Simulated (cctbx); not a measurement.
**What is wrong with this refinement?**

Cell a = 14.0010 Å, b = 8.0650 Å, c = 9.1670 Å, α = 90.00°, β = 90.00°, γ = 90.00°; space group Cmcm (no. 63).

The data are simulated with cctbx, not measured: synchrotron X-rays, λ = 0.7749 Å, to d = 0.77 Å, 70 % of the full sphere, strongest reflection 40000 counts, noise from counting, a 3 % proportional error and a noise floor of 4 counts (s.d.); no absorption.

An anisotropic refinement with weights 1/σ² prints:

```text
Rint 0.027, 656 unique reflections to 0.77 A
cycle     R1     wR2    GooF  max shift (A)
   1  0.2768  0.5701  22.440   0.02612
   2  0.2672  0.5422  21.341   0.00016
final R1 0.2672 wR2 0.5422 GooF 21.341  parameters 36  data/parameter 18.2
atom        x        y        z      Ueq    occ   su(xyz)  su(Uiso or U11)
Bi1    0.00000  0.00000  0.00000  -0.0045  1.000  0.00000  0.0030  NPD
Ce1    0.65673  0.32851  0.75000  -0.0028  1.000  0.00073  0.0031  NPD
Sb1    0.82235  0.50000  0.00000  -0.0038  1.000  0.00058  0.0035  NPD
Pd1    0.90072  0.45427  0.75000   0.0004  1.000  0.00117  0.0041  NPD
Pd2    0.00000  0.32993  0.46710   0.0006  1.000  0.00112  0.0044  NPD
Pd3    0.66837  0.33028  0.09046  -0.0027  1.000  0.00072  0.0034  NPD
difference map: max 220.54 min -23.69 rms 6.55
Q1    0.0000  0.1483  0.7500    4  221.05  2.59 A from Bi1
Q2    0.0000  0.0000  0.0000    4   68.41  0.00 A from Bi1
Q3    0.1521  0.1645  0.2500    8   51.89  0.09 A from Ce1
Q4    0.0000  0.3207  0.0227    8   50.91  0.12 A from Pd2
Q5    0.0986  0.4536  0.7500    8   47.50  0.01 A from Pd1
Q6    0.1709  0.1649  0.5941   16   38.49  0.06 A from Pd3
```

**Question.** Can this result stand? If not, what is the likely fault?

Mend it. The fault: an atom left out, Pd at (0, 0.8514, 1/4). Against the right model at the same level, R1 goes from 0.0101 to 0.2672 and GooF from 0.95 to 21.34, the top difference peak, 221.1 e/Å³, lies 2.59 Å from Bi1 and Bi1, Ce1, Sb1, Pd1, Pd2 and Pd3 go non-positive-definite. Q1 is the missing atom. With scattering power missing, scale and phases suffer, so peaks may also grow on the heavy atoms.

The compound is Ce2BiSb2Pd9. The right model at the same level gives:

```text
Rint 0.027, 656 unique reflections to 0.77 A
cycle     R1     wR2    GooF  max shift (A)
   1  0.0150  0.0381   1.503   0.00034
   2  0.0101  0.0240   0.947   0.00000
final R1 0.0101 wR2 0.0240 GooF 0.947  parameters 40  data/parameter 16.4
atom        x        y        z      Ueq    occ   su(xyz)  su(Uiso or U11)
Bi1    0.00000  0.00000  0.00000   0.0023  1.000  0.00000  0.0001
Ce1    0.65549  0.32949  0.75000   0.0033  1.000  0.00003  0.0001
Sb1    0.82199  0.50000  0.00000   0.0037  1.000  0.00002  0.0001
Pd1    0.90019  0.45446  0.75000   0.0057  1.000  0.00004  0.0002
Pd2    0.00000  0.85146  0.25000   0.0035  1.000  0.00006  0.0002
Pd3    0.00000  0.32960  0.46994   0.0032  1.000  0.00004  0.0002
Pd4    0.66872  0.33099  0.09067   0.0031  1.000  0.00003  0.0001
difference map: max 0.83 min -0.75 rms 0.20
Q1    0.0726  0.2274  0.2500    8    0.84  1.25 A from Ce1
Q2    0.0000  0.2634  0.5785    8    0.73  1.13 A from Pd3
Q3    0.1502  0.1151  0.1734   16    0.72  0.84 A from Ce1
Q4    0.2511  0.0810  0.0236   16    0.68  1.21 A from Sb1
Q5    0.2320  0.0885  0.6927   16    0.66  1.44 A from Pd4
Q6    0.0943  0.0708  0.7500    8    0.65  1.46 A from Pd2
```

Isotropic U is held between 0.0001 and 1 Å² by the program, and listed peak heights are interpolated, so they can pass the grid's maximum.

This is a model crystal, built by substitution and not relaxed, with assumed displacement parameters.

[Middle refinement cycles are left out of these outputs.]

[Logs are printed without paths, hosts, clocks, repeated set-up lines and the standing remarks that a program may print on its own settings, such as how far it seeks lower states.]
